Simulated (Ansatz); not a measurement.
# Li2MgGeS4 (stannite) (I-42m): a band-gap study from PBEsol to G0W0 at the band limit, part 2 of 2

The study climbs from cheap functionals to G0W0 on Li2MgGeS4 (stannite) (I-42m) and then asks what each convergence step is worth.

Ansatz 0.2.0; density functionals, hybrids, G0W0, plane waves, PAW. Known limits of the many-body steps: not at the basis limit; no spin-orbit coupling.

So far. Step 4 (PBEsol+SOC): The gap stands −0.01 eV against PBEsol. Step 5 (r2SCAN): The gap stands +0.50 eV against PBEsol, and the conduction bottom moves to (0.000, 0.000, 0.500).

The structure was built from a prototype and need not be the compound's stable phase.

## (6) HSE06

HSE06 mixes in a quarter of exact exchange at short range. Exchange couples all pairs of k points, which makes a full band path dear, so levels are read on the mesh and at chosen points.

This step: DFT, HSE06, plane waves, PAW.

File input.yaml:

```yaml
crystal:
  lattice:
    - [-2.7180944902, 2.7180944902, 5.5042990216]
    - [2.7180944902, -2.7180944902, 5.5042990216]
    - [2.7180944902, 2.7180944902, -5.5042990216]
  atoms:
    - { symbol: Li, position: [0.75, 0.25, 0.5] }
    - { symbol: Li, position: [0.25, 0.75, 0.5] }
    - { symbol: Mg, position: [0.0, 0.0, 0.0] }
    - { symbol: Ge, position: [0.5, 0.5, 0.0] }
    - { symbol: S, position: [0.8533830743, 0.8533830743, 0.4617170967] }
    - { symbol: S, position: [0.1466169257, 0.6083340224, 0.0] }
    - { symbol: S, position: [0.6083340224, 0.1466169257, 0.0] }
    - { symbol: S, position: [0.3916659776, 0.3916659776, 0.5382829033] }
kpoints:
  mp_grid: { grid: [4, 4, 4] }
  band_path:
    path:
      - [0.0, 0.0, 0.0]
      - [0.0, 0.0, 0.5]
      - [0.25, 0.25, 0.25]
      - [0.0, 0.5, 0.0]
      - [0.5, 0.5, -0.5]
      - [0.3125, 0.6875, -0.3125]
      - [-0.3125, 0.3125, 0.3125]
      - [-0.125, 0.125, 0.5]
    npoints: 1
hamiltonian:
  xc: hse06
scf:
  occupations: { method: fixed }
  n_extra_bands: 6
output:
  eigenvalues: true
  write_density: true
  write_potential: true
  elf: true
  volumetric_format: npy
```

Command:

```sh
$ ansatz run input.yaml --threads 4 --pin off --max-ram 17510MiB --backend cpu --events-out ev --progress --plain --runs-dir out
```

Numbers of over 12 decimals in the logs are rounded to 6 here.

What it wrote:

```text
[...]
davidson cushion auto → on  (no smearing: the cushion is to keep the highest requested band from converging to the state above it; pin scf.eigensolver.cushion to override)
Crystal: 8 atoms, lattice volume = 162.664 Å³
Basis set: ecut = 420 eV, 3171 PW (Γ)
Bands: 33, of which v1, the nominal top of the filled ones, is band 27 counted from 1 (26 counted from 0)
Symmetry: 8 space group operations
[...]
k-points: 13 of 64 (time reversal used)
[...]
E sigma→0 (E₀):  -10248.667300 eV
Fermi energy:    2.655113 eV
[...]
--- Band table (eV; the first three rows and the last of 13) ---
  k-point 0: bands = [... 23 lower, 1.4531, 2.4756, 2.6551, 2.6551, 6.4940, 7.1136, 9.2721, 9.2721, ... 2 higher]
  k-point 1: bands = [... 23 lower, 1.7058, 1.9992, 2.0088, 2.6160, 6.9374, 8.6281, 9.0156, 9.5813, ... 2 higher]
  k-point 2: bands = [... 23 lower, 1.8468, 2.3382, 2.3921, 2.6247, 6.4772, 8.5081, 9.5933, 9.7485, ... 2 higher]
  k-point 12: bands = [... 23 lower, 1.7147, 1.7147, 2.1534, 2.1534, 6.7158, 7.4055, 7.4055, 8.1308, ... 2 higher]
[key lines of the parts left out:]
Free energy (F): -10248.667300 eV
```

Elapsed: 2.6 min, on 4 threads of Arm Neoverse N1, shared host; peak memory 3.2 GiB; 9.7 min of CPU time.

This step gave:

* gap: 3.822 eV
* valence top at: Γ
* conduction bottom at: X
* least direct gap: 3.839 eV

The gap stands +1.23 eV against PBEsol, and the valence top moves to Γ, and the conduction bottom moves to (0.000, 0.000, 0.500).

## (7) G0W0, 4×4×4 mesh, 122 empty bands, screening to 48 eV

G0W0 replaces the xc potential by the self-energy, built once from these orbitals. Only a window of levels is corrected, while the sums run over the empty bands that the input names.

This step: G0W0 on PBEsol, plane waves, PAW.

input.yaml: that of step 6 with these lines changed.

```diff
@@ -16,23 +16,11 @@
   mp_grid: { grid: [4, 4, 4] }
-  band_path:
-    path:
-      - [0.0, 0.0, 0.0]
-      - [0.0, 0.0, 0.5]
-      - [0.25, 0.25, 0.25]
-      - [0.0, 0.5, 0.0]
-      - [0.5, 0.5, -0.5]
-      - [0.3125, 0.6875, -0.3125]
-      - [-0.3125, 0.3125, 0.3125]
-      - [-0.125, 0.125, 0.5]
-    npoints: 1
 hamiltonian:
-  xc: hse06
+  xc: pbesol
 scf:
   occupations: { method: fixed }
-  n_extra_bands: 6
-output:
-  eigenvalues: true
-  write_density: true
-  write_potential: true
-  elf: true
-  volumetric_format: npy
+gw:
+  n_empty_bands: 122
+  ecut_chi: 48
+  qp_bands: [v2, c2]
+  qp_kpoints: band_edges
+  screening: { model: contour_deformation }
```

What it wrote:

```text
[...]
Crystal: 8 atoms, lattice volume = 162.664 Å³
Basis set: ecut = 420 eV, 3171 PW (Γ)
Bands: 35, of which v1, the nominal top of the filled ones, is band 27 counted from 1 (26 counted from 0)
Symmetry: 8 space group operations
[...]
k-points: 13 of 64 (time reversal used)
[...]
1    29      8.0253    -6.9247    -3.6650   -11.5689  0.7937     9.0209     9.0044  root
[...]
12    26      2.8442   -17.6285     2.7331   -14.2794  0.7607     2.2215     2.2281  root
    12    27      2.8442   -17.6285     2.7331   -14.2794  0.7607     2.2215     2.2281  root
    12    28      6.1564    -9.0594    -3.2157   -13.4417  0.7939     7.3402     7.3229  root
    12    29      6.9034    -5.4225    -3.3013    -9.4173  0.8111     7.6024     7.5969  root
[key lines of the parts left out:]
SCF converged after 7 iterations
Free energy (F): -10119.429917 eV
Fermi energy:    3.322674 eV
```

Wall time 1.7 min (4 threads); peak memory 0.92 GiB.

Numbers from this step:

* bands summed: 149
* RPA ε∞ on this mesh (eigenvalues): 4.372, 4.372, 4.374
* plane waves in the screening matrix: 123
* G0W0 gap on the mesh: 4.165 eV
* k of the valence top: 0, 0, 0
* k of the conduction bottom: 0, 0, 0
* starting gap on the mesh: 2.588 eV
* least direct G0W0 gap on the computed points: 4.165 eV

The gap on the mesh goes from 2.59 eV to 4.16 eV, a correction of +1.58 eV. Between the two edge states, bare exchange in place of the xc potential would open the gap by 7.38 eV, and correlation takes back 5.81 eV.

## (8) G0W0, 4×4×4 mesh, 485 empty bands, screening to 120 eV

Bands and screening cutoff are moved together, since each hides the error of the other.

input.yaml: that of step 7 with these lines changed.

```diff
@@ -21,4 +21,4 @@
 gw:
-  n_empty_bands: 122
-  ecut_chi: 48
+  n_empty_bands: 485
+  ecut_chi: 120.0
   qp_bands: [v2, c2]
```

What it wrote:

```text
[...]
Crystal: 8 atoms, lattice volume = 162.664 Å³
Basis set: ecut = 420 eV, 3171 PW (Γ)
Bands: 35, of which v1, the nominal top of the filled ones, is band 27 counted from 1 (26 counted from 0)
Symmetry: 8 space group operations
[...]
k-points: 13 of 64 (time reversal used)
[...]
SCF iter   1: F=—  HF=-10119.441460 eV  |F-HF|=—  |Δ(HF+E_count)|=         —  Δρ=3.47e-3  dr2=3.10e-2  ethr=1.77e-3  ⟨swp⟩=5.0  Hψ=1682  notcnv=0  defer=71
[...]
SCF iter   7: F=-10119.429917 eV  HF=-10119.429917 eV  |F-HF|=4.99e-8  |Δ(HF+E_count)|=   1.24e-6  Δρ=4.29e-6  dr2=3.06e-8  ethr=1.85e-10  ⟨swp⟩=10.5  Hψ=2020  notcnv=0
SCF 1 converged in 7 iterations: F = -10119.429917 eV  dr2 = 3.06e-8
[...]
G₀W₀ screening: q 1/13
[... further progress lines ...]
[...]
SCF converged after 7 iterations
Free energy (F): -10119.429917 eV
[...]
Internal energy: -10119.429917 eV  (E = F + TS)
E sigma→0 (E₀):  -10119.429917 eV
Fermi energy:    3.322674 eV
[...]
--- Band table (eV; the first three rows and the last of 13) ---
  k-point 0: bands = [... 23 lower, 2.1825, 3.1107, 3.3106, 3.3106, 5.9111, 6.6084, 8.6706, 8.6706, ... 4 higher]
  k-point 1: bands = [... 23 lower, 2.4536, 2.6685, 2.7273, 3.2900, 6.3575, 8.0253, 8.4015, 8.9482, ... 4 higher]
  k-point 2: bands = [... 23 lower, 2.5527, 3.0364, 3.1084, 3.3227, 5.9164, 7.8906, 8.9310, 9.0856, ... 4 higher]
  k-point 12: bands = [... 23 lower, 2.4321, 2.4321, 2.8442, 2.8442, 6.1564, 6.9034, 6.9034, 7.5819, ... 4 higher]
[...]
bands read: the sum over 512 bands ends inside a degenerate multiplet in 1 slot, whose members it reads at an even weight; the widest, k=8: bands 512 to 513 (counted from 1) at 1/2 each
[...]
0    26      3.3106   -18.2648     2.1047   -15.1779  0.7599     2.3134     2.3285  root
     0    27      3.3106   -18.2648     2.1047   -15.1779  0.7599     2.3134     2.3285  root
     0    28      5.9111    -9.1476    -3.6253   -13.4397  0.7938     6.5824     6.5778  root
     0    29      6.6084    -5.4889    -3.5871    -9.5502  0.8091     7.0850     7.0825  root
     1    26      2.7273   -17.7652     2.3988   -14.3116  0.7531     1.6520     1.6725  root
     1    27      3.2900   -18.2307     2.1896   -15.0397  0.7583     2.2724     2.2887  root
     1    28      6.3575    -9.2539    -3.7256   -13.7068  0.7884     7.0910     7.0848  root
     1    29      8.0253    -6.9247    -4.0038   -11.5689  0.7900     8.6721     8.6656  root
     2    26      3.1084   -18.1264     2.3694   -14.7234  0.7540     2.0557     2.0748  root
     2    27      3.3227   -18.0646     2.3109   -14.7181  0.7565     2.2690     2.2872  root
     2    28      5.9164    -9.1742    -3.5945   -13.4720  0.7917     6.6250     6.6197  root
     2    29      7.8906    -7.2406    -4.0782   -11.9946  0.7934     8.5731     8.5663  root
     3    26      3.0116   -17.9294     2.1764   -14.7531  0.7580     1.9950     2.0118  root
     3    27      3.1145   -18.0868     2.1438   -14.9525  0.7585     2.1081     2.1241  root
     3    28      6.5520    -9.9985    -3.7750   -14.5393  0.7830     7.3250     7.3178  root
     3    29      7.4376    -6.0038    -3.7767   -10.3025  0.8011     7.9631     7.9596  root
     4    26      2.8880   -17.8947     2.3651   -14.4952  0.7535     1.8338     1.8535  root
     4    27      3.0819   -17.8645     2.3401   -14.4818  0.7553     2.0202     2.0393  root
     4    28      6.4292    -9.7798    -3.7351   -14.2744  0.7848     7.1956     7.1887  root
     4    29      8.1450    -7.0564    -4.0207   -11.6976  0.7911     8.7715     8.7655  root
     5    26      2.7795   -17.6905     2.3319   -14.3237  0.7542     1.7252     1.7446  root
     5    27      2.8415   -17.7974     2.3108   -14.4549  0.7550     1.7906     1.8097  root
     5    28      6.9444   -10.3245    -3.9587   -15.1383  0.7767     7.8098     7.7994  root
     5    29      8.1702    -7.0030    -4.0117   -11.6413  0.7898     8.8031     8.7968  root
[...]
11    26      2.7729   -17.5715     2.2845   -14.2650  0.7548     1.7321     1.7509  root
    11    27      3.0596   -17.8710     2.3424   -14.4919  0.7547     2.0039     2.0230  root
    11    28      6.4038    -9.4757    -3.6996   -13.9163  0.7861     7.1513     7.1447  root
    11    29      7.7396    -6.4719    -3.8791   -10.9333  0.7973     8.3264     8.3218  root
    12    26      2.8442   -17.6285     2.3215   -14.2794  0.7540     1.7971     1.8166  root
    12    27      2.8442   -17.6285     2.3215   -14.2794  0.7540     1.7971     1.8166  root
    12    28      6.1564    -9.0594    -3.6354   -13.4417  0.7882     6.9096     6.9033  root
    12    29      6.9034    -5.4225    -3.5359    -9.4173  0.8090     7.3645     7.3622  root
```

Run time: 19 min. Hardware: 4 threads; peak memory 3.5 GiB.

Numbers from this step:

| Property | Result |
| --- | --- |
| bands summed | 512 |
| RPA ε∞ on this mesh (eigenvalues) | 4.327, 4.327, 4.328 |
| plane waves in the screening matrix | 461 |
| q-points in the mesh | 64 |
| G0W0 gap on the mesh | 4.249 eV |
| k of the valence top | 0, 0, 0 |
| k of the conduction bottom | 0, 0, 0 |
| starting gap on the mesh | 2.588 eV |
| Z at the valence top | 0.7599 |
| Z at the conduction bottom | 0.7938 |
| least direct G0W0 gap on the computed points | 4.249 eV |

Against the run with 4×4×4 mesh, 122 empty bands, screening to 48 eV, the gap moves by +0.08 eV.

Limits: finite bands, cutoff and mesh; no spin-orbit coupling. v1 is the top filled band, c1 the lowest empty one. The levels before and after the correction (eV, zero at the valence-band top of each column):

|  | conduction bottom | valence top |
| --- | --- | --- |
| Kohn-Sham | 2.59 | 0.00 |
| G0W0 | 4.25 | 0.00 |

|  | level | occupation | energy (eV) |
| --- | --- | --- | --- |
| Kohn-Sham | Γ v2-v1 | 2 | -0.012 |
| Kohn-Sham | Γ c1 | 0 | 2.588 |
| Kohn-Sham | Γ c2 | 0 | 3.286 |
| G0W0 | Γ v2-v1 | 2 | 0.000 |
| G0W0 | Γ c1 | 0 | 4.249 |
| G0W0 | Γ c2 | 0 | 4.754 |

The parts of the quasiparticle energy at the two band edges (eV; QP = start + Σx + Σc − Vxc):

```
      run               edge  start      Σx     Σc     Vxc     Z    QP
149 bands        valence top   3.31  -18.26   2.56  -15.18  0.77  2.79
149 bands  conduction bottom   5.91   -9.15  -3.25  -13.44  0.80  6.95
512 bands        valence top   3.31  -18.26   2.10  -15.18  0.76  2.33
512 bands  conduction bottom   5.91   -9.15  -3.63  -13.44  0.79  6.58
```

## (9) The ladder

Times are wall times on 4 threads of Arm Neoverse N1, shared host, good to a factor of about two. G0W0 rows are gaps on the mesh, lowered by the amount that the mesh misses the start's edges, a rough step that assumes the same correction there.

| level | gap (eV) | least direct gap (eV) | time |
| --- | --- | --- | --- |
| PBEsol | 2.59 | 2.59 | 17 s |
| PBEsol+SOC | 2.58 | 2.58 | 58 s |
| r2SCAN | 3.09 | 3.09 | 20 s |
| HSE06 | 3.82 | 3.84 | 2.6 min |
| G0W0@PBEsol (122 empty bands) | 4.16 | - | 1.7 min |
| G0W0@PBEsol (485 empty bands) | 4.25 | - | 19 min |

## (10) Adding up the best estimate

```csv
term,eV,running total (eV)
"G0W0 on the mesh, top rung",4.249,4.249
"to the limit, by a line in one over the bands through the two top rungs",+0.035,4.284
"spin-orbit change, from PBEsol",−0.013,4.271
```

## (11) Results

```json
{
 "PBEsol gap": "2.59 eV, indirect (only 5 meV under the direct gap)",
 "HSE06": "3.82 eV",
 "G0W0, top rung on the mesh": "4.25 eV",
 "best estimate, G0W0@PBEsol with spin-orbit change": "4.27 eV",
 "GW settings of the top rung": "4×4×4 mesh, 485 empty bands, screening to 120 eV",
 "known limits": "one-shot GW, static lattice; one k mesh, untested"
}
```

**Reading.** The best estimate for G0W0@PBEsol is 4.27 eV, direct on the mesh, against 2.58 eV at the start (both with spin-orbit coupling). The limit rests on the two highest rungs, unchecked by another pair. Among the functionals HSE06 comes nearest: −0.46 eV from the estimate without its spin-orbit term (4.28 eV). The coupling also moves a band edge to another k point, so its change of the gap does not carry over to G0W0 exactly. All runs took 26 min, 81 % of it in G0W0.

[Paths, hosts, dates, memory and timing lines, banners, echoed tables and standing remarks are left out of the program output.]

[Logs are printed without paths, hosts, clocks, repeated set-up lines and the standing remarks that a program may print on its own settings, such as how far it seeks lower states.]

[Runs of the session that timed out or met a known fault of the program may be left out.]

[Cells called generated may have been cut or substituted from an entry of the Crystallography Open Database or the Materials Project.]

[Hosts, paths, dates, database ids (printed as entryN), source tags and the programs' standing remarks are cut or masked in the printed files.]
